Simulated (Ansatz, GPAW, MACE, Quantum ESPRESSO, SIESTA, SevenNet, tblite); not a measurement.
# HfO2(111) slab (54 atoms): one structure in several programs

Wanted: errors and costs of other methods on HfO2(111) slab (54 atoms). A plane-wave run serves as the reference.

Method: Kohn-Sham DFT, PBE, PAW, plane waves, in Ansatz 0.2.0.

### 1. Starting point

The cell holds 54 atoms: 18 Hf and 36 O. Cell: a = 10.776 Å, b = 7.184 Å, c = 17.332 Å, α = 90.0°, β = 90.0°, γ = 120.0°. It derives from HfO2 (fluorite-type). Fluorite-type HfO2 (a = 5.08 Å), (111) slab of 3 repeat layers, 3 x 2 surface cells, 10 Å of vacuum; not relaxed, displaced by a Gaussian of 0.02 Å. Then every atom was moved at random, 0.05 Å r.m.s. a Cartesian component. Vacuum lies along c.

### 2. The reference run

The PAW files are the set soft_2.

The input, input.yaml:

```yaml
crystal:
  lattice:
    - [10.77631, 0.0, 0.0]
    - [-3.5921, 6.2217, 0.0]
    - [0.0, 0.0, 17.33235]
  atoms:
    - { symbol: Hf, position: [0.32965, 0.48436, 0.33385] }
    - { symbol: O, position: [0.21568, 0.64503, 0.28313] }
    - { symbol: O, position: [0.4468, 0.82526, 0.37099] }
    - { symbol: Hf, position: [0.43773, 0.82775, 0.50482] }
    [... 44 atom lines left out ...]
    - { symbol: Hf, position: [0.11236, 0.33759, 0.49624] }
    - { symbol: O, position: [0.00123, 0.99923, 0.45696] }
    - { symbol: O, position: [0.88818, 0.15711, 0.54312] }
    - { symbol: Hf, position: [0.87805, 0.15926, 0.66626] }
    - { symbol: O, position: [0.10736, 0.32865, 0.62766] }
    - { symbol: O, position: [0.65855, 0.9764, 0.71111] }
kpoints:
  mp_grid: { grid: [1, 1, 1] }
hamiltonian:
  xc: pbe
scf:
  occupations: { method: fermi_dirac, width: 0.05 }
output:
  forces: true
  eigenvalues: true
  populations: true
```

Run with:

```bash
> ansatz run input.yaml --threads 4 --pin off --max-ram 8192MiB --backend cpu --events-out ev --progress --plain --runs-dir out
```

What it wrote:

```text
[...]
Pseudopotentials: kind: paw
Pseudopotential: Hf, paw, valence charge 26, recommended cutoff 420 eV (normal), Hf.paw.azcp
Pseudopotential: O, paw, valence charge 6, recommended cutoff 420 eV (normal), O.paw.azcp
[...]
Crystal: 54 atoms, lattice volume = 1162.082 Å³
Basis set: ecut = 420 eV, 22611 PW (Γ), exchange–correlation on 150×100×240 points (8 copies of the dense FFT grid, shifted against one another)
Bands: 411, of which v1, the nominal top of the filled ones, is band 342 counted from 1 (341 counted from 0)
Symmetry: 1 space group operations
Space group: P1 (ITA 1), of the structure as read, at distance tolerance 1.1e-4 Å
k-points: 1
[...]
Initial density: superposition of atomic densities (neutral atoms: chi_scale 0, normalization atom), corrected by the library's trained network
Initial wavefunctions: pseudopotential atomic-orbital guess
[...]
SCF iter   1: F=—  HF=-303494.060924 eV  |F-HF|=—  |Δ(HF+E_count)|=         —  Δρ=4.69e-3  dr2=2.60e-1  ethr=1.77e-3  ⟨swp⟩=5.0  Hψ=1453  notcnv=0  defer=20
preconditioner: auto → Resta (q_TF=auto, 2.498 Å⁻¹)  ε∞=3.5  [insulator: Δε(μ)=3.509 eV  Ē_g=17.542 eV  σ=0.050 eV  W_gap=1.00  n_scr=304 (ndim 8)  ℏωp=27.7 eV  f_vac=0.466  D(μ)=0.00/eV (n_scr^D=0)  ε∞_Penn≈3.5  vacuum switching on, ρ_ref=2.2e-2 e/Å³]
[...]
SCF iter   9: F=—  HF=-303494.086133 eV  |F-HF|=—  |Δ(HF+E_count)|=   4.16e-7  Δρ=5.23e-6  dr2=2.65e-7  ethr=1.07e-10  ⟨swp⟩=3.0  Hψ=925  notcnv=0  defer=63
SCF iter  10: F=-303494.086133 eV  HF=-303494.086133 eV  |F-HF|=1.83e-8  |Δ(HF+E_count)|=   6.17e-9  Δρ=1.75e-6  dr2=2.69e-8  ethr=1.46e-11  ⟨swp⟩=15.0  Hψ=2313  notcnv=0
SCF 1 converged in 10 iterations: F = -303494.086133 eV  dr2 = 2.69e-8
[...]
SCF converged after 10 iterations
Free energy (F): -303494.086133 eV
Harris-Foulkes:  -303494.086133 eV  (|F-HF|=1.83e-8)
Internal energy: -303494.086133 eV  (E = F + TS)
E sigma→0 (E₀):  -303494.086133 eV
Fermi energy:    6.965575 eV
--- Per-component energies (eV) ---
[...]
Σ components = -303494.086133   (vs F -303494.086133, Δ=0.00e0)
--- Forces (eV/Å), atoms counted from 1 ---
  atom   1  Hf    -0.65478827     1.86129927    -0.47834205
  atom   2  O     -0.53098555     0.56235457     0.50721889
  atom   3  O     -1.06809831     0.40578337     0.16740172
  atom   4  Hf     0.98288472     0.24399553    -1.08531312
[...]
atom  54  O     -0.41409130     2.13540520     0.84312500
  max |Σ_I F_I| component: 1.75e-5 eV/Å
--- Band table (eV) ---
  k-point 0: bands = ["-56.5972", "-56.4938", "-56.4937", "-56.4531", [... 395 levels ...], "11.9660", "11.9965", "12.0405", "12.0857", "12.1245", "12.2171", "12.3275", "12.3571", "12.3905", "12.4619", "12.5076", "12.5715"]
--- Löwdin populations: 54 sites ---
  site symbol       q [e]
     0     Hf     24.4511
     1      O      6.7924
     2      O      6.7386
[...]
53      O      6.7396
  spilling = 0.002906 (of n_electrons = 684.000000)
```

The job ended after 23 s (4 threads of Arm Neoverse V1, shared host; peak memory 1.6 GiB; 81 s of CPU time).

The column dr2 measures how far the density is from self-consistency, as an energy; F and HF (Harris–Foulkes) agree once it is small.

Numbers from this run:

| Property | Result |
| --- | --- |
| free energy | -303494.0861 eV |
| free energy per atom | -5620.2609 eV/atom |
| SCF cycles | 10 |
| r.m.s. force component | 0.8861 eV/Å |
| longest force | 3.14 eV/Å |
| Fermi energy | 6.966 eV |
| gap (highest filled to lowest empty level) | 3.474 eV |
| spilling of the projection | 0.002906 |

Neighbours are counted within 2.82 Å (O-Hf).

Length of the force by element and coordination:

| element | coordination | atoms | mean length of the force (eV/Å) | spread | least | most |
| --- | --- | --- | --- | --- | --- | --- |
| Hf | all | 18 | 2.03 | 0.599 | 0.894 | 3.14 |
| Hf | 7 | 12 | 1.85 | 0.477 | 0.894 | 2.77 |
| Hf | 8 | 6 | 2.38 | 0.661 | 1.48 | 3.14 |
| O | all | 36 | 1.05 | 0.437 | 0.287 | 2.33 |
| O | 3 | 12 | 0.974 | 0.534 | 0.287 | 2.33 |
| O | 4 | 24 | 1.09 | 0.373 | 0.421 | 1.85 |

Löwdin charges by element and coordination (they lack the spilled electrons, 0.037 e an atom on average):

| element | coordination | atoms | mean charge (e) | spread | least | most |
| --- | --- | --- | --- | --- | --- | --- |
| Hf | all | 18 | 1.54 | 0.0407 | 1.48 | 1.61 |
| Hf | 7 | 12 | 1.57 | 0.0225 | 1.53 | 1.61 |
| Hf | 8 | 6 | 1.49 | 0.005 | 1.48 | 1.50 |
| O | all | 36 | -0.715 | 0.0369 | -0.792 | -0.667 |
| O | 3 | 12 | -0.759 | 0.0176 | -0.792 | -0.727 |
| O | 4 | 24 | -0.693 | 0.0207 | -0.739 | -0.667 |

The levels nearest the highest filled one (over half full), pooled over k-points and spins:

| level less the highest filled one (eV) | occupation |
| --- | --- |
| -0.586 | 2 |
| -0.524 | 2 |
| -0.404 | 2 |
| -0.347 | 2 |
| -0.326 | 2 |
| 0 | 2 |
| 3.47 | 0 |
| 3.48 | 0 |
| 3.59 | 0 |
| 3.67 | 0 |
| 3.74 | 0 |
| 3.76 | 0 |

### 3. Local order

Normalised to the volume that the atoms fill. g(r), total and by pair (bins of 0.1 Å):

| r (Å) | total | O-O | O-Hf | Hf-Hf |
| --- | --- | --- | --- | --- |
| 1.95 | 0.00 | 0.00 | 0.00 | 0.00 |
| 2.05 | 1.38 | 0.00 | 3.10 | 0.00 |
| 2.15 | 3.28 | 0.00 | 7.39 | 0.00 |
| 2.25 | 4.11 | 0.00 | 9.25 | 0.00 |
| 2.35 | 0.69 | 0.00 | 1.56 | 0.00 |
| 2.45 | 1.37 | 3.07 | 0.00 | 0.00 |
| 2.55 | 2.55 | 5.74 | 0.00 | 0.00 |
| 2.65 | 0.85 | 1.91 | 0.00 | 0.00 |
| 2.75 | 0.00 | 0.00 | 0.00 | 0.00 |
| 2.85 | 0.04 | 0.10 | 0.00 | 0.00 |
| 2.95 | 0.00 | 0.00 | 0.00 | 0.00 |
| 3.05 | 0.00 | 0.00 | 0.00 | 0.00 |
| 3.15 | 0.00 | 0.00 | 0.00 | 0.00 |
| 3.25 | 0.00 | 0.00 | 0.00 | 0.00 |
| 3.35 | 0.00 | 0.00 | 0.00 | 0.00 |
| 3.45 | 0.81 | 1.17 | 0.00 | 2.60 |
| 3.55 | 3.35 | 4.93 | 0.00 | 10.40 |
| 3.65 | 2.53 | 4.00 | 0.00 | 6.77 |
| 3.75 | 0.57 | 0.78 | 0.00 | 2.02 |
| 3.85 | 0.00 | 0.00 | 0.00 | 0.00 |
| 3.95 | 0.02 | 0.00 | 0.05 | 0.00 |
| 4.05 | 0.35 | 0.00 | 0.80 | 0.00 |
| 4.15 | 2.71 | 0.00 | 6.09 | 0.00 |
| 4.25 | 2.65 | 0.21 | 5.74 | 0.00 |
| 4.35 | 1.54 | 1.89 | 1.57 | 0.00 |
| 4.45 | 0.91 | 2.05 | 0.00 | 0.00 |
| 4.55 | 0.08 | 0.19 | 0.00 | 0.00 |
| 4.65 | 0.00 | 0.00 | 0.00 | 0.00 |
| 4.75 | 0.00 | 0.00 | 0.00 | 0.00 |
| 4.85 | 0.00 | 0.00 | 0.00 | 0.00 |
| 4.95 | 0.25 | 0.35 | 0.00 | 0.88 |
| 5.05 | 0.65 | 0.98 | 0.00 | 1.96 |
| 5.15 | 0.48 | 0.71 | 0.00 | 1.53 |
| 5.25 | 0.08 | 0.14 | 0.03 | 0.00 |
| 5.35 | 0.11 | 0.00 | 0.24 | 0.00 |
| 5.45 | 1.03 | 0.03 | 2.30 | 0.00 |
| 5.55 | 2.21 | 0.83 | 4.15 | 0.00 |
| 5.65 | 2.15 | 3.43 | 1.40 | 0.00 |
| 5.75 | 1.14 | 2.45 | 0.12 | 0.00 |
| 5.85 | 0.08 | 0.18 | 0.00 | 0.00 |
| 5.95 | 0.02 | 0.04 | 0.00 | 0.00 |
| 6.05 | 0.25 | 0.42 | 0.00 | 0.59 |
| 6.15 | 1.19 | 1.62 | 0.00 | 4.19 |
| 6.25 | 2.02 | 3.15 | 0.00 | 5.59 |

Bonds by pair of elements; cutoffs follow the first minimum of g(r), held within bounds set by covalent radii, and pairs that aren't listed don't count as bonded:

| pair A-B | cutoff (Å) | bonds | mean length (Å) | spread (Å) | shortest (Å) | B about A | A about B |
| --- | --- | --- | --- | --- | --- | --- | --- |
| O-Hf | 2.82 | 132 | 2.20 | 0.077 | 2.03 | 3.67 | 7.33 |

How many atoms have how many bonded neighbours:

| element | mean | 3 | 4 | 7 | 8 |
| --- | --- | --- | --- | --- | --- |
| Hf | 7.33 | 0 | 0 | 12 | 6 |
| O | 3.67 | 12 | 24 | 0 | 0 |

### 4. The ladder

The programs:
- GPAW 26.7.0: PAW with atomic orbitals (LCAO), plane waves or a real-space grid of spacing h.
- MACE: machine-learned potential, published weights.
- Quantum ESPRESSO 7.5: plane waves; labels (QE) give functional, pseudopotential set and cutoffs of waves/density.
- SIESTA 5.4.2: numerical atomic orbitals, whose automatically made sets are far from complete, with PseudoDojo norm-conserving potentials that we converted to its format (checked against plane waves on the same files for H, C, O, Si, Ge and Ca alone); labels give functional, basis size, energy shift and mesh cutoff.
- SevenNet: machine-learned potential, published weights.
- tblite 0.8.0: extended tight binding, driven from Python.

All use the same cell and atoms; the electronic-structure runs use the same k-mesh, and an electronic temperature of 580 K (0.05 eV) where levels are smeared.

Differences are against the plane-wave reference, forces as r.m.s. over components; share is that over the reference's r.m.s. force, slope the least-squares factor from reference forces to these. Total energies of different programs have different zeros and aren't compared.

| run | Δ force, r.m.s. (meV/Å) | share (%) | slope | Δ gap (eV) | cores | CPU time | memory (GiB) |
| --- | --- | --- | --- | --- | --- | --- | --- |
| reference | - | - | - | - | 4 | 81 s | 1.6 |
| GPAW PBE, LCAO dzp, h 0.18 Å | 167 | 18.8 | 1.118 | -0.146 | 1 | 4.2 min | 1.5 |
| GPAW PBE, LCAO dzp, h 0.28 Å (coarse) | 1863 | 210 | 1.315 | -0.177 | 1 | 91 s | 0.53 |
| GPAW PBE, LCAO szp(dzp), h 0.18 Å (coarse) | 255 | 28.7 | 1.163 | -0.472 | 1 | 2.6 min | 1.4 |
| MACE MPA-0 medium potential | 192 | 21.7 | 1.014 | - | 1 | 10 s | 0.83 |
| QE PBE, sssp-1.3.0-efficiency, 60/480 Ry | 36.0 | 4.07 | 0.985 | 0.0073 | 4 | 15 min | 2.9 |
| SIESTA PBE, DZ, shift 0.01 Ry, mesh 500 Ry (coarse) | 184 | 20.7 | 1.079 | -0.348 | 1 | 2.2 min | 0.94 |
| SIESTA PBE, DZP, shift 0.01 Ry, mesh 150 Ry (coarse) | 114 | 12.9 | 1.078 | -0.219 | 1 | 52 s | 0.41 |
| SIESTA PBE, DZP, shift 0.01 Ry, mesh 500 Ry | 107 | 12.1 | 1.080 | -0.219 | 2 | 4 min | 1.5 |
| SIESTA PBE, SZ, shift 0.02 Ry, mesh 500 Ry (coarse) | 418 | 47.2 | 0.950 | -1.05 | 1 | 76 s | 0.7 |
| SIESTA PBE, SZP, shift 0.01 Ry, mesh 500 Ry (coarse) | 151 | 17.0 | 1.081 | -0.473 | 1 | 3 min | 1.1 |
| SIESTA revPBE, PBE potentials, DZP, shift 0.01 Ry, mesh 500 Ry | 125 | 14.1 | 1.095 | -0.161 | 2 | 3.9 min | 1.5 |
| SevenNet 0 potential | 103 | 11.6 | 0.946 | - | 1 | 10 s | 0.75 |
| SevenNet l3i5 potential | 90.1 | 10.2 | 0.972 | - | 1 | 12 s | 1.1 |
| tblite GFN1-xTB | 641 | 72.4 | 0.377 | - | 1 | 2.6 s | 0.12 |

Rows marked coarse were listed beforehand as settings not expected to be converged; some can still land near the reference.

Times of the machine-learned potentials are mostly Python's start and the loading of weights.

CPU time is summed over cores on a shared host, where runs went side by side, so it is rough. Symmetry, cutoffs, thresholds, outputs and thread counts weren't matched or tuned between programs; memory under MPI is the largest rank's times the ranks.

Mean charges by element (e), by run and scheme:

| run | scheme | Hf | O |
| --- | --- | --- | --- |
| reference | Löwdin | +1.54 | -0.71 |
| SIESTA PBE, DZP, shift 0.01 Ry, mesh 500 Ry | Hirshfeld | +0.68 | -0.34 |
| SIESTA revPBE, PBE potentials, DZP, shift 0.01 Ry, mesh 500 Ry | Hirshfeld | +0.69 | -0.34 |
| tblite GFN1-xTB | Mulliken | +1.25 | -0.63 |

The reference's Löwdin charges lack the electrons that the projection spills, 0.037 e an atom on average.

Within one program, basis, potentials and functional, energies share a zero. Each run against its twin at the usual cutoff or grid and solver:

| run | twin | Δ energy (meV/atom) | Δ force, r.m.s. (meV/Å) | CPU time over the twin's |
| --- | --- | --- | --- | --- |
| GPAW PBE, LCAO dzp, h 0.28 Å | LCAO dzp, h 0.18 Å | 1150 | 1850 | 0.36 |
| SIESTA PBE, DZP, shift 0.01 Ry, mesh 150 Ry | DZP, shift 0.01 Ry, mesh 500 Ry | -0.429 | 44.2 | 0.21 (this twin ran on 2 cores) |

### 5. Results

| Item | Value |
| --- | --- |
| reference r.m.s. force component | 0.886 eV/Å |
| nearest in forces | QE PBE, sssp-1.3.0-efficiency, 60/480 Ry, 4.1 % |
| farthest in forces | GPAW PBE, LCAO dzp, h 0.28 Å (coarse), 210 % |
| cheapest electronic-structure run beside the reference | tblite GFN1-xTB, 2.6 s of CPU time |

**Reading.** PBE on plane waves or a grid with other potentials, cutoffs or grids, coarse settings apart, differs from the reference by 4.1 % (QE PBE, sssp-1.3.0-efficiency, 60/480 Ry) of the r.m.s. force; this holds the reference's own error, so differences of a few per cent don't tell which side is nearer the exact PBE result (QE's 60 Ry are 816 eV, against the reference's 420 eV). The PBE runs in local orbitals, coarse settings apart, differ by 12 % (SIESTA PBE, DZP, shift 0.01 Ry, mesh 500 Ry) to 19 % (GPAW PBE, LCAO dzp, h 0.18 Å); basis, grid and potentials can all enter. Tight binding differs by 72 % (tblite GFN1-xTB); it is another model, with fitted parameters of its own, and the xTB methods hold dispersion. Machine-learned potentials differ by 10 % (SevenNet l3i5 potential) to 22 % (MACE MPA-0 medium potential); they were trained on other programs' data. Rows with another functional or a dispersion term differ by 14 % (SIESTA revPBE, PBE potentials, DZP, shift 0.01 Ry, mesh 500 Ry), which mixes the change of model with differences of basis and potentials, some of them made for another functional. Runs with settings chosen to be coarse differ by 13 % (SIESTA PBE, DZP, shift 0.01 Ry, mesh 150 Ry) to 210 % (GPAW PBE, LCAO dzp, h 0.28 Å), their programs' other errors included. One electronic-structure run takes under half the reference's CPU time: tblite GFN1-xTB, at 72 % in 2.6 s against 81 s, too far off to be of use. GPAW PBE, LCAO szp(dzp), h 0.18 Å stiffens the forces by a factor of 1.16 while following their directions (correlation 0.980). At the same functional, gaps differ from the reference's 3.47 eV by between -1.05 and +0.01 eV. These are spacings on the run's k-points, which needn't hold the band edges. Charges hang on model, scheme and program or settings: among these rows the mean for Hf runs from +0.68 to +1.54 e. In the reference: filled and empty levels are parted by 3.47 eV at Γ alone; the mesh holds the band edges only if they fold onto it, so the gap at this level can be narrower or closed, and states at the surface or the caps may set it. In the reference: mean Löwdin charges: Hf +1.54, O -0.71 e. Periodic xTB results under one method name differ between programs and library versions. The potentials hold different valence shells: 684 electrons in the reference, 432 in GPAW, 432 in Quantum ESPRESSO with SSSP and 432 in SIESTA; this bears on time and differences. Machine-learned potentials mimic data converged in k, so the reference's own k-point error enters their differences. The electronic-structure runs sample only Γ, in a cell whose shortest periodic width is 6 Å. Spin–orbit coupling is left out, which matters for the levels of the heavy elements.

[Also dropped from logs without a mark: logging warnings of Python, and SIESTA's first energy breakdown and zero terms.]

[Logs are printed without paths, hosts, clocks, repeated set-up lines and the standing remarks that a program may print on its own settings, such as how far it seeks lower states.]

[Hosts, paths, dates, database ids (printed as entryN), source tags and the programs' standing remarks are cut or masked in the printed files.]
